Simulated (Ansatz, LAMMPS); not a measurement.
# A frame of aqueous Cs+ and OH-, 1.9 mol of salt per kg of water from 300 K (93 atoms): where an added charge goes, part 4 of 4

Does an extra electron or hole in a frame of aqueous Cs+ and OH-, 1.9 mol of salt per kg of water from 300 K (93 atoms) stay spread out, or do the atoms trap it?

Ansatz 0.2.0; Kohn-Sham DFT, PBE+D3(BJ), PAW (set soft_2), plane waves.

The cell: 31 O, 61 H and 1 Cs. The network of contacts between molecules at the start is that of the classical potential that made the cell. Sampling is at Γ alone, for a cell whose shortest periodic width is 10 Å. No spin–orbit coupling is included. The liquid is relaxed first.

So far. Step 8 (Neutral at the geometry of the electron): Neutral at the geometry of the electron: the energy stands 0.0211 eV above that of the reference. Step 9 (An extra hole, atoms held): An extra hole, atoms held: the energy stands 2.48 eV above that of the reference, with a moment of 1.00 μB.

## Step 10: An extra hole, atoms relaxed

The atoms now respond to the charge; the energy gained comes from screening by the atoms, from trapping if the charge localises, and from any strain left in the reference.

Input and log are left out; they have the form of those shown for this kind of step.

The job ended after 3.2 min (4 threads of Arm Neoverse V1, shared host; peak memory 1.5 GiB).

The relaxation converged after 11 steps, 0.289 eV below its start, with a largest force component of 0.047 eV/Å.

An extra hole, atoms relaxed: the energy stands 2.19 eV above that of the reference, with a moment of 1.00 μB.

## Step 11: An extra hole, levels at the relaxed geometry

A single point at the new geometry gives levels and spin density.

Input and log are left out; they have the form of those shown for this kind of step.

Run time: 34 s. Hardware: 4 threads of Arm Neoverse V1, shared host; peak memory 1.5 GiB.

An extra hole, levels at the relaxed geometry: the energy stands 2.19 eV above that of the reference, with a moment of 1.00 μB.

A closer look about O91, which holds the most spin: 13 atoms, nearest first, numbered in the order of the input, with positions taken from that point.

```
atom      x      y      z  distance (Å)  Löwdin charge (e)  moment (μB)
 O91   0.00   0.00   0.00          0.00              -0.66         0.11
 H92  -0.21   0.95  -0.11          0.98               0.38         0.00
 H51   1.35  -0.13   1.00          1.69               0.38         0.00
 H14   0.52  -0.29  -1.69          1.80               0.37         0.00
 H26  -0.72  -0.24   1.67          1.84               0.38         0.00
 H75  -0.41  -1.83  -0.36          1.91               0.38         0.00
 H65  -1.72  -0.22  -1.02          2.01               0.38         0.00
 O49   2.23  -0.18   1.48          2.68              -0.66         0.04
 O13   0.86  -0.19  -2.62          2.76              -0.67         0.01
 O25  -1.39  -0.43   2.37          2.78              -0.67         0.00
 O64  -2.51   0.23  -1.38          2.87              -0.65         0.01
 O73  -0.69  -2.77  -0.38          2.88              -0.67         0.00
 H81  -2.02   1.81  -0.97          2.89               0.38         0.00
```

The distance from O91 to H75 changes most, from 1.78 Å in the neutral cell to 1.91 Å.

The levels nearest the highest filled one (over half full), pooled over k-points and spins:

```
level less the highest filled one (eV)  occupation
                                -0.152           1
                                -0.144           1
                               -0.0163       0.957
                                     0       0.815
                                0.0271       0.227
                                  5.16           0
                                  5.18           0
                                  6.93           0
```

Spin density in the ab plane at fractional z = 0.075, with atoms of O and H and Cs within 0.2 Å of it.

Ten even steps from '_' (0.00 e/Å³) to '@' (0.12 e/Å³), each cell a mean:
```
______________________________________________________
______________________________________________________
______________________________________________________
______________________________________________________
__________________....________________________________
________________..++@@::______________________________
..______________..++@@::______________________________
__________________....________________________________
______________________________________________________
______________________________________________________
______________________....____________________________
____________________..::..____________________________
______________________________________________________
______________________________________________________
____________________________________..::______________
__________________________________..::..______________
__________________________________......______________
______________________________________________________
______________________________________________________
______________________________________________________
______________________________________________________
______________________________________________________
______________________________________________________
______________________________________________________
```
Columns run along a (9.8 Å), rows up along b (9.8 Å). Atoms in or near the plane, at fractional coordinates: O at (0.95, 0.45), H at (0.85, 0.44), O at (0.73, 0.75), H at (0.83, 0.75), O at (0.69, 0.35), H at (0.60, 0.40), Cs at (0.07, 0.16).

## Step 12: Neutral at the geometry of the hole

The neutral cell at the new geometry gives the energy of that geometry without the charge.

Input and log are left out; they have the form of those shown for this kind of step.

The job ended after 8.6 s (4 threads of Arm Neoverse V1, shared host; peak memory 1 GiB; 32 s of CPU time).

Neutral at the geometry of the hole: the energy stands 0.150 eV above that of the reference.

## Step 13: Energies and spread of the extra charge

Energies are differences within one cell and functional; the shift is the gain plus the neutral cell's energy at the new geometry, that is how much cheaper the vertical process becomes there. The spread is the participation number of the site moments (1/Σw², over the spin inside atomic spheres), with the atom that holds the largest share and the spin that the spheres hold in all.

```
 carrier  charged less neutral, atoms held (eV)  gain on relaxing (eV)  neutral cell at that geometry, less the reference (eV)  shift of the vertical energy (eV)       spread, atoms held         spread, relaxed
electron                                  2.652                  0.019                                                   0.021                              0.040                        -                       -
    hole                                  2.477                  0.289                                                   0.150                              0.438  16; O91 16 % of 0.36 μB  7; O91 30 % of 0.36 μB
```

## Step 14: Findings

The extra electron gains 0.019 eV as the atoms relax: so small a gain shows no trapping at this level. The cell with the electron keeps a moment of only 0.00 μB where one unpaired electron should give 1 μB: the carrier is shared between both spins, which can hide trapping. The extra hole gains 0.29 eV as the atoms relax, and its spin goes from about 16 to 7 atoms: the atoms trap it, with the largest share on O91. The O91–H75 distance goes from 1.78 to 1.91 Å. The hole is shared among 3 partly filled levels, as near-degenerate levels under the smearing give, and as self-interaction favours. With the atoms held, the spheres hold only 0.36 of the 1.00 μB, so the spread is read from a small part of the spin. Adding the two vertical energies gives 5.13 eV, against a gap of 4.87 eV in the neutral cell. The zero of the potential cancels in this sum; the excess isn't taken apart here: charging of a small cell, filling of bands on a coarse mesh and the attraction to the background can all enter.

Caveats: Single energies of charged cells hang on the program's zero of potential. In the spin-polarised runs the search for a state of lower energy was switched off. No distortion was seeded, so a trapped state behind a barrier can't be found. Local and semilocal functionals favour spread-out charges, so trapping can be missed. The density was typed from a rule of thumb and may lie off the real one at this temperature. Charged cells carry a uniform background, with no correction for images.

The DFT runs together took 9.1 min of wall time.

[Logs are printed without paths, hosts, clocks, repeated set-up lines and the standing remarks that a program may print on its own settings, such as how far it seeks lower states.]

[Hosts, paths, dates, database ids (printed as entryN), source tags and the programs' standing remarks are cut or masked in the printed files.]
